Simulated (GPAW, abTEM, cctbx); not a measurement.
## (AlAs)1(CuBr)1: the scripts behind a bonding study

Short scripts, each with its output. The cell is a (AlAs)1(CuBr)1 superlattice along [001] of the zinc-blende type, started at the mean lattice constant and relaxed freely, with no substrate.

**1. Build the all-electron density and subtract free atoms**

```text
cell
1.0
     4.059067670    0.000000000    0.000000000
     0.000000000    4.293573250    0.000000000
     0.000000000    0.000000000    5.735956890
Br As Cu Al
1 1 1 1
Direct
0.000000000 0.500000000 0.775178410
0.500000000 0.000000000 0.267665520
0.500000000 0.500000000 0.415802530
0.000000000 0.000000000 0.041273080
```

```python
import numpy as np
from ase.io import read
from ase.units import Bohr
from gpaw import GPAW, PW, FermiDirac
from gpaw.calculator import GPAW as OldGPAW
from gpaw.mpi import serial_comm, world
from scipy.special import erfc
from scipy.spatial import cKDTree

atoms = read("cell.vasp")
atoms.calc = GPAW(mode=PW(450), xc="PBE", kpts={"size": (6, 6, 5), "gamma": True},
                 occupations=FermiDirac(0.1), maxiter=120, symmetry={"tolerance": 1e-5}, txt="scf.txt")
atoms.get_potential_energy()
rho = atoms.calc.get_all_electron_density(gridrefinement=2)
moments = atoms.get_magnetic_moments() if atoms.calc.get_number_of_spins() == 2 else np.zeros(len(atoms))
total = atoms.get_magnetic_moment() if moments.any() else 0.0
if world.rank == 0:
    free = OldGPAW(mode=PW(450), xc="PBE", txt=None, communicator=serial_comm)
    neutral = atoms.copy()
    neutral.set_initial_magnetic_moments(None)
    free.initialize(neutral)
    free.set_positions(neutral)
    drho = rho - free.get_all_electron_density(gridrefinement=2)
    # GPAW starts from confined atoms: exchange their smooth part for that of the datasets' free atoms
    h = np.stack(np.meshgrid(*[np.fft.fftfreq(n, 1 / n) for n in drho.shape], indexing="ij"), -1)
    gabs = np.linalg.norm(h @ atoms.cell.reciprocal(), axis=-1)
    tails = np.fft.fftn(free.get_pseudo_density(gridrefinement=2))
    g, form, v0 = np.linspace(0, gabs.max(), 1500), {}, 0
    for e in set(atoms.symbols):
        idx = atoms.symbols.search(e)
        d = free.setups[idx[0]].data
        r, w = d.rgd.r_g * Bohr, d.rgd.r_g**2 * d.rgd.dr_g
        j0 = np.sinc(2 * g[:, None] * r)
        smooth = sum(f * p**2 for f, p in zip(d.f_j, d.phit_jg)) + np.sqrt(4 * np.pi) * d.nct_g
        full = sum(f * p**2 for f, p in zip(d.f_j, d.phi_jg)) + np.sqrt(4 * np.pi) * d.nc_g
        phase = sum(np.exp(-2j * np.pi * h @ s) for s in atoms.get_scaled_positions()[idx])
        tails -= np.interp(gabs, g, j0 @ (smooth * w)) * phase * drho.size / atoms.get_volume()
        form[e] = j0 @ (full * w)
        v0 += 2 * np.pi / 3 * 14.3996 * (full * w * r**2).sum() * len(idx)  # V A^3
    tails *= 0.5 * erfc((gabs - 1.8) / 0.25)  # the tails differ at long wavelengths alone
    drho += np.fft.ifftn(tails).real  # crystal minus superposed spherical free atoms
    np.save("drho.npy", drho)
    dv = atoms.get_volume() / drho.size
    print("grid", drho.shape, " electrons %.3f" % (rho.sum() * dv), " moved by bonding %.3f e" % (abs(drho).sum() * dv / 2))
    pts = np.indices(drho.shape).reshape(3, -1).T / drho.shape @ atoms.cell
    shifts = (np.indices((3, 3, 3)).reshape(3, -1).T - 1) @ atoms.cell
    images = (atoms.positions[None] + shifts[:, None]).reshape(-1, 3)
    dist, idx = cKDTree(images).query(pts, k=4)
    out = drho.ravel()[dist[:, 0] > 0.5]
    print("deformation density beyond 0.5 A of the nuclei: max %.3f, min %.3f e/A^3" % (out.max(), out.min()))
    tie = dist < dist[:, :1] + 1e-4
    q = -np.bincount((idx % len(atoms))[tie], (drho.ravel()[:, None] / tie.sum(1, keepdims=True) * tie)[tie], len(atoms)) * dv
    print("atom        x       y       z   Voronoi charge  moment")
    for a, s, c, m in zip(atoms, atoms.get_scaled_positions(), q, moments):
        print("%-2s%-3d %7.4f %7.4f %7.4f %10.3f %10.2f" % (a.symbol, a.index + 1, *s, c, m))
    np.savez("free.npz", g=g, **form)
    print("mean inner potential of superposed free atoms %.3f V" % (v0 / atoms.get_volume()))
    print("total magnetic moment %.3f muB" % total)
```

```console
$ OMP_NUM_THREADS=1 mpirun -n 4 gpaw python run.py > gpaw.log
```

```text
grid (40, 48, 60)  electrons 110.000  moved by bonding 0.819 e
deformation density beyond 0.5 A of the nuclei: max 0.155, min -0.200 e/A^3
atom        x       y       z   Voronoi charge  moment
Br1    0.0000  0.5000  0.7752     -0.028       0.00
As2    0.5000  0.0000  0.2677     -0.270       0.00
Cu3    0.5000  0.5000  0.4158      0.067       0.00
Al4    0.0000  0.0000  0.0413      0.232       0.00
mean inner potential of superposed free atoms 12.386 V
total magnetic moment 0.000 muB
```

Time: 12 s on 4 cores of Arm Neoverse V2 (shared host), peak memory 0.74 GiB.

**2. Fourier-transform the difference**

```python
from cctbx import adptbx, crystal, miller, xray
from cctbx.eltbx import tiny_pse
import numpy as np

cs = crystal.symmetry(unit_cell=(4.0591, 4.2936, 5.736, 90, 90, 90), space_group_symbol='Hall: P 2 -2')  # Pmm2
atoms = [  # label, site, U (iso, or U11 U22 U33 U12 U13 U23 in A^2), occupancy
    ("Br1", (0, 0.5, 0.77518), 0.0000, 1),
    ("As1", (0.5, 0, 0.26767), 0.0000, 1),
    ("Cu1", (0.5, 0.5, 0.4158), 0.0000, 1),
    ("Al1", (0, 0, 0.04127), 0.0000, 1),
]
xs = xray.structure(crystal_symmetry=cs)
for label, site, u, occ in atoms:
    u = adptbx.u_cif_as_u_star(cs.unit_cell(), u) if isinstance(u, tuple) else u
    xs.add_scatterer(xray.scatterer(label, site=site, u=u, occupancy=occ))
xs.scattering_type_registry(table="wk1995")
drho = np.load("drho.npy")
T = np.array([[1, 0, 0], [0, 1, 0], [0, 0, 1]])  # conventional axes in terms of the primitive ones
dF = np.fft.ifftn(drho) * 99.96571  # electrons a conventional cell, indexed by primitive hkl
ms = miller.build_set(cs, anomalous_flag=False, d_min=0.9).sort("resolution")
iam = ms.structure_factors_from_scatterers(xs, algorithm="direct").f_calc()
p1 = xs.expand_to_p1()
z = np.array([tiny_pse.table(sc.scattering_type).atomic_number() for sc in p1.scatterers()])
x = np.array(p1.sites_frac())
free = np.load("free.npz")
print("static structure factors of the conventional cell: F in electrons, V (Mott-Bethe) in volts")
print("   h  k  l      d  |F| table  |F| free   |F| DFT   change   |V| free  |V| DFT  change %")
for h, d, table in list(zip(ms.indices(), ms.d_spacings().data(), iam.data()))[:16]:
    df = dF[tuple(np.rint(np.linalg.solve(T, h)).astype(int))]
    phase = np.exp(2j * np.pi * x @ h)
    f = sum(np.interp(1 / d, free["g"], free[sc.scattering_type]) * p for sc, p in zip(p1.scatterers(), phase))
    fz = (z * phase).sum()
    c = 14.3996 * d * d / (np.pi * cs.unit_cell().volume())
    v0, v1 = abs(fz - f) * c, abs(fz - f - df) * c
    print("%4d%3d%3d %7.4f %9.3f %9.3f %9.3f %8.3f %9.3f %8.3f %8s" % (h + (d, abs(table), abs(f), abs(f + df), abs(f + df) - abs(f), v0, v1, "%.1f" % (100 * (v1 / v0 - 1)) if v0 > 0.02 else "-")))
```

```console
$ python run.py
```

```text
static structure factors of the conventional cell: F in electrons, V (Mott-Bethe) in volts
   h  k  l      d  |F| table  |F| free   |F| DFT   change   |V| free  |V| DFT  change %
   0  0  1  5.7360    18.536    18.500    18.714    0.214     1.750    1.361    -22.2
   0  1  0  4.2936    17.653    17.568    17.450   -0.117     0.365    0.464     27.1
   1  0  0  4.0591    13.748    13.664    13.951    0.287     0.254    0.037    -85.4
   0  1  1  3.4373    53.609    53.654    53.906    0.252     4.991    4.863     -2.6
   1  0  1  3.3134    78.582    78.536    78.678    0.142     6.552    6.488     -1.0
   1  1  0  2.9496    22.284    22.422    22.719    0.297     1.427    1.309     -8.3
   0  0  2  2.8680    46.218    46.209    46.333    0.124     3.101    3.055     -1.5
   1  1  1  2.6231    20.550    20.417    20.408   -0.010     1.325    1.325     -0.0
   0  1  2  2.3849    27.619    27.482    27.604    0.122     2.096    2.058     -1.8
   1  0  2  2.3423    22.145    21.995    21.912   -0.083     1.635    1.655      1.2
   0  2  0  2.1468    82.343    82.178    81.981   -0.197     5.879    5.921      0.7
   1  1  2  2.0562    66.872    66.773    66.591   -0.183     4.694    4.729      0.7
   2  0  0  2.0295    80.660    80.474    80.111   -0.363     5.576    5.645      1.2
   0  2  1  2.0106    15.179    15.003    14.862   -0.141     0.840    0.859      2.2
   2  0  1  1.9133    14.861    14.686    14.575   -0.111     0.810    0.836      3.2
   0  0  3  1.9120    26.990    26.851    26.803   -0.048     1.928    1.937      0.4
```

Time: 0.26 s on 1 core of Arm Neoverse V2 (shared host), peak memory 0.08 GiB.

**3. Propagate a plane wave with and without the bonding term**

```python
import abtem
import numpy as np
from ase.build import make_supercell
from ase.io import read

abtem.config.set({"dask.lazy": False, "fft": "fftw", "diagnostics.progress_bar": False})
M = [[0, -1, 0], [0, 0, -1], [1, 0, 0]]  # rows: x, y and beam direction in the primitive cell's axes
unit = make_supercell(read("cell.vasp"), M)
unit.set_cell(list(unit.cell.lengths()) + [90, 90, 90], scale_atoms=True)
unit.positions[:, 2] += 0.5074  # keeps atomic planes off the slice boundaries
unit.wrap()
slab = unit * (1, 1, 96)
print(slab.get_chemical_formula(), "| box %.2f x %.2f x %.2f A" % tuple(slab.cell.lengths()))

# change of the potential by bonding, from the DFT deformation density (Poisson's equation term by term)
drho = np.load("drho.npy")
prim = read("cell.vasp")
h = np.stack(np.meshgrid(*[np.fft.fftfreq(n, 1 / n) for n in drho.shape], indexing="ij"), -1).reshape(-1, 3).astype(int)
g2 = ((h @ prim.cell.reciprocal()) ** 2).sum(1)
keep = (g2 > 0) & (g2 < 2.5**2)
shape = (123, 164, 24)
vg = np.zeros(shape, complex)
hm = h[keep] @ np.array(M).T
move = np.exp(-2j * np.pi * hm[:, 2] * (0.5074 / unit.cell[2, 2] - 0.5 / shape[2]))  # the same shift, sampled at mid-points
vg[tuple(hm.T % np.array(shape)[:, None])] = -14.3996 / np.pi * (np.fft.fftn(drho).ravel() / drho.size)[keep] / g2[keep] * move
dV = np.fft.ifftn(vg).real * vg.size
dV = dV.reshape(123, 164, 4, 6).mean(3) * unit.cell[2, 2] / 4  # V A, projected in each slice
dV = np.tile(dV.transpose(2, 0, 1), (96, 1, 1))


def build(atoms):
    p = abtem.Potential(atoms, gpts=(123, 164), slice_thickness=[slab.cell[2, 2] / 384] * 384,
                        parametrization="lobato", projection="infinite", exit_planes=32).build()
    p.array[:] += BONDING * dV
    return p


def potentials():
    yield build(slab)  # atoms at rest


for label, BONDING in (("IAM", 0.0), ("DFT", 1.0)):
    print("=====", label)
    potential = build(slab)
    print("grid", potential.gpts, "slices", potential.num_slices)
    thickness = potential.exit_thicknesses
    wave = abtem.PlaneWave(energy=100000)
    dp = np.mean([wave.multislice(p).diffraction_patterns(max_angle="valid").array for p in potentials()], axis=0)
    hkl = [(0, 0, 0), (0, 0, 1), (0, 1, 0), (0, 1, 1), (0, 0, 2), (0, 1, 2), (0, 2, 0)]
    nx, ny = dp.shape[-2:]
    print("intensity of each beam, fraction of the incident wave")
    print("  t (A)" + "".join("%9s" % " ".join(map(str, h)) for h in hkl) + "  diffuse    total")
    grid = np.zeros((nx, ny), bool)
    grid[nx // 2 % 1::1, ny // 2 % 1::1] = True
    for t, a in list(zip(thickness, dp))[1:]:
        idx = [np.rint(np.array(M) @ np.linalg.solve([[1, 0, 0], [0, 1, 0], [0, 0, 1]], h)).astype(int) for h in hkl]
        print("%7.1f" % t + "".join("%9.5f" % a[nx // 2 + i[0] * 1, ny // 2 + i[1] * 1] for i in idx) + "%9.4f%9.4f" % (a[~grid].sum(), a.sum()))
```

```console
$ python run.py
```

```text
Al96As96Br96Cu96 | box 4.29 x 5.74 x 389.67 A
===== IAM
grid (123, 164) slices 384
intensity of each beam, fraction of the incident wave
  t (A)    0 0 0    0 0 1    0 1 0    0 1 1    0 0 2    0 1 2    0 2 0  diffuse    total
   32.5  0.66367  0.00580  0.00071  0.02293  0.00413  0.00609  0.02503   0.0000   0.9977
   64.9  0.42092  0.02722  0.00587  0.04873  0.00393  0.02111  0.03809   0.0000   0.9930
   97.4  0.51436  0.04409  0.01399  0.02174  0.00561  0.02869  0.01499   0.0000   0.9906
  129.9  0.40715  0.03606  0.01870  0.01927  0.00530  0.02333  0.02670   0.0000   0.9890
  162.4  0.33043  0.01979  0.01577  0.05884  0.01871  0.01550  0.02871   0.0000   0.9848
  194.8  0.41244  0.01071  0.00622  0.04837  0.03980  0.01654  0.01651   0.0000   0.9819
  227.3  0.43031  0.00735  0.00028  0.01226  0.01678  0.01453  0.01699   0.0000   0.9800
  259.8  0.57448  0.00626  0.00041  0.00738  0.00184  0.00509  0.00646   0.0000   0.9770
  292.3  0.67979  0.00572  0.00035  0.00339  0.00951  0.00467  0.00119   0.0000   0.9748
  324.7  0.47651  0.00328  0.00833  0.01422  0.00374  0.01598  0.01544   0.0000   0.9733
  357.2  0.38462  0.00589  0.02433  0.02693  0.01450  0.02646  0.01711   0.0000   0.9704
  389.7  0.39100  0.01799  0.02906  0.01696  0.03172  0.02936  0.01234   0.0000   0.9686
===== DFT
grid (123, 164) slices 384
intensity of each beam, fraction of the incident wave
  t (A)    0 0 0    0 0 1    0 1 0    0 1 1    0 0 2    0 1 2    0 2 0  diffuse    total
   32.5  0.66654  0.00489  0.00086  0.02271  0.00416  0.00556  0.02518   0.0000   0.9977
   64.9  0.42133  0.02870  0.00671  0.05018  0.00421  0.01920  0.03766   0.0000   0.9930
   97.4  0.51758  0.05440  0.01467  0.02406  0.00496  0.02718  0.01387   0.0000   0.9906
  129.9  0.41320  0.04934  0.01877  0.02317  0.00492  0.02210  0.02533   0.0000   0.9891
  162.4  0.31327  0.03119  0.01667  0.06659  0.01606  0.01348  0.02813   0.0000   0.9849
  194.8  0.38568  0.02443  0.00684  0.05476  0.03570  0.01586  0.01592   0.0000   0.9819
  227.3  0.41914  0.01905  0.00032  0.01478  0.01748  0.01406  0.01448   0.0000   0.9801
  259.8  0.55546  0.01137  0.00082  0.00997  0.00198  0.00344  0.00563   0.0000   0.9772
  292.3  0.65925  0.00490  0.00017  0.00634  0.00897  0.00203  0.00077   0.0000   0.9751
  324.7  0.48696  0.00013  0.01047  0.01598  0.00315  0.00942  0.01217   0.0000   0.9738
  357.2  0.41244  0.01601  0.02786  0.02611  0.01040  0.01628  0.01421   0.0000   0.9712
  389.7  0.42197  0.04333  0.02928  0.02019  0.02962  0.02053  0.01047   0.0000   0.9695
```

Time: 8.8 s.

**4. Rock the beam across one reflection**

```python
import abtem
import numpy as np
from ase.build import make_supercell
from ase.io import read

abtem.config.set({"dask.lazy": False, "fft": "fftw", "diagnostics.progress_bar": False})
M = [[0, -1, 0], [0, 0, -1], [1, 0, 0]]  # rows: x, y and beam direction in the primitive cell's axes
unit = make_supercell(read("cell.vasp"), M)
unit.set_cell(list(unit.cell.lengths()) + [90, 90, 90], scale_atoms=True)
unit.positions[:, 2] += 1.0148  # keeps atomic planes off the slice boundaries
unit.wrap()
slab = unit * (1, 1, 172)
print(slab.get_chemical_formula(), "| box %.2f x %.2f x %.2f A" % tuple(slab.cell.lengths()))

# change of the potential by bonding, from the DFT deformation density (Poisson's equation term by term)
drho = np.load("drho.npy")
prim = read("cell.vasp")
h = np.stack(np.meshgrid(*[np.fft.fftfreq(n, 1 / n) for n in drho.shape], indexing="ij"), -1).reshape(-1, 3).astype(int)
g2 = ((h @ prim.cell.reciprocal()) ** 2).sum(1)
keep = (g2 > 0) & (g2 < 2.5**2)
shape = (96, 128, 24)
vg = np.zeros(shape, complex)
hm = h[keep] @ np.array(M).T
move = np.exp(-2j * np.pi * hm[:, 2] * (1.0148 / unit.cell[2, 2] - 0.5 / shape[2]))  # the same shift, sampled at mid-points
vg[tuple(hm.T % np.array(shape)[:, None])] = -14.3996 / np.pi * (np.fft.fftn(drho).ravel() / drho.size)[keep] / g2[keep] * move
dV = np.fft.ifftn(vg).real * vg.size
dV = dV.reshape(96, 128, 2, 12).mean(3) * unit.cell[2, 2] / 2  # V A, projected in each slice
dV = np.tile(dV.transpose(2, 0, 1), (172, 1, 1))


def build(atoms):
    p = abtem.Potential(atoms, gpts=(96, 128), slice_thickness=[slab.cell[2, 2] / 344] * 344,
                        parametrization="lobato", projection="infinite", exit_planes=86).build()
    p.array[:] += BONDING * dV
    return p


def potentials():
    yield build(slab)  # atoms at rest


for label, BONDING in (("IAM", 0.0), ("DFT", 1.0)):
    print("=====", label)
    potential = build(slab)
    print("grid", potential.gpts, "slices", potential.num_slices)
    thickness = potential.exit_thicknesses
    h = np.array(M) @ np.linalg.solve(np.array([[1, 0, 0], [0, 1, 0], [0, 0, 1]]), [0, 0, 1])
    ix, iy = round(h[0]) * 1, round(h[1]) * 1
    gxy = h[:2] / unit.cell.lengths()[:2]
    along = gxy / np.hypot(*gxy)
    across = np.array([-along[1], along[0]])
    bragg = 500 * abtem.PlaneWave(energy=100000).wavelength * np.hypot(*gxy)
    print("Bragg angle %.3f mrad; beam tilted 46 mrad off the zone axis across the row" % bragg)
    print("dark-field intensity of 0 0 1 against tilt along the row, in Bragg angles")
    print("  t (A)" + "".join("%8.2f" % s for s in [0.2, 0.4, 0.6, 0.8, 1.0, 1.2, 1.4, 1.6, 1.8, 2.0, 2.2, 2.4, 2.6]))
    rows = []
    row = [(n * ix, n * iy) for n in range(-8, 9)]
    for s in [0.2, 0.4, 0.6, 0.8, 1.0, 1.2, 1.4, 1.6, 1.8, 2.0, 2.2, 2.4, 2.6]:
        tilt = -s * bragg * along + 46 * across
        dp = abtem.PlaneWave(energy=100000, tilt=tuple(tilt)).multislice(potential).diffraction_patterns(max_angle="valid").array
        rows.append(dp[:, dp.shape[1] // 2 + ix, dp.shape[2] // 2 + iy])
        if s == 1.0:
            cx, cy = dp.shape[1] // 2, dp.shape[2] // 2
            share = sum(dp[:, cx + i, cy + j] for i, j in row if abs(i) < cx and abs(j) < cy) / dp.sum(axis=(1, 2))
            total = dp.sum(axis=(1, 2))
    for t, a in list(zip(thickness, np.array(rows).T))[1:]:
        print("%7.1f" % t + "".join("%8.4f" % v for v in a))
    print("at the Bragg tilt, share in the row:", share[1:].round(3).tolist(), "total:", total[1:].round(3).tolist())
```

```console
$ python run.py
```

```text
Al172As172Br172Cu172 | box 4.29 x 5.74 x 698.16 A
===== IAM
grid (96, 128) slices 344
Bragg angle 3.227 mrad; beam tilted 46 mrad off the zone axis across the row
dark-field intensity of 0 0 1 against tilt along the row, in Bragg angles
  t (A)    0.20    0.40    0.60    0.80    1.00    1.20    1.40    1.60    1.80    2.00    2.20    2.40    2.60
  174.5  0.0517  0.0491  0.0477  0.0467  0.0460  0.0456  0.0457  0.0463  0.0482  0.0518  0.0566  0.0624  0.0687
  349.1  0.0824  0.1206  0.1656  0.2028  0.2130  0.1997  0.1596  0.1122  0.0736  0.0552  0.0567  0.0680  0.0802
  523.6  0.0907  0.1603  0.2235  0.2348  0.2266  0.2357  0.2228  0.1552  0.0843  0.0441  0.0320  0.0342  0.0221
  698.2  0.0359  0.0882  0.1846  0.1938  0.2289  0.1967  0.1839  0.0813  0.0362  0.0459  0.0272  0.0096  0.0054
at the Bragg tilt, share in the row: [0.6729999780654907, 0.6100000143051147, 0.4819999933242798, 0.4490000009536743] total: [0.9950000047683716, 0.9900000095367432, 0.9829999804496765, 0.9769999980926514]
===== DFT
grid (96, 128) slices 344
Bragg angle 3.227 mrad; beam tilted 46 mrad off the zone axis across the row
dark-field intensity of 0 0 1 against tilt along the row, in Bragg angles
  t (A)    0.20    0.40    0.60    0.80    1.00    1.20    1.40    1.60    1.80    2.00    2.20    2.40    2.60
  174.5  0.0309  0.0292  0.0284  0.0278  0.0273  0.0269  0.0267  0.0268  0.0281  0.0308  0.0346  0.0394  0.0448
  349.1  0.0401  0.0672  0.1009  0.1289  0.1366  0.1261  0.0958  0.0606  0.0337  0.0228  0.0277  0.0419  0.0582
  523.6  0.0362  0.0896  0.1437  0.1490  0.1406  0.1494  0.1424  0.0849  0.0314  0.0116  0.0110  0.0171  0.0134
  698.2  0.0047  0.0486  0.1365  0.1314  0.1440  0.1335  0.1347  0.0426  0.0051  0.0101  0.0224  0.0098  0.0050
at the Bragg tilt, share in the row: [0.6729999780654907, 0.5960000157356262, 0.4440000057220459, 0.414000004529953] total: [0.9950000047683716, 0.9900000095367432, 0.9829999804496765, 0.9769999980926514]
```

Time: 12 s.

[Outputs are excerpts: Python notices, other lines and further rows are left out; steps that failed or that the build refused (PBEsol, TPSS) are not shown.]

[Logs are printed without paths, hosts, clocks, repeated set-up lines and the standing remarks that a program may print on its own settings, such as how far it seeks lower states.]
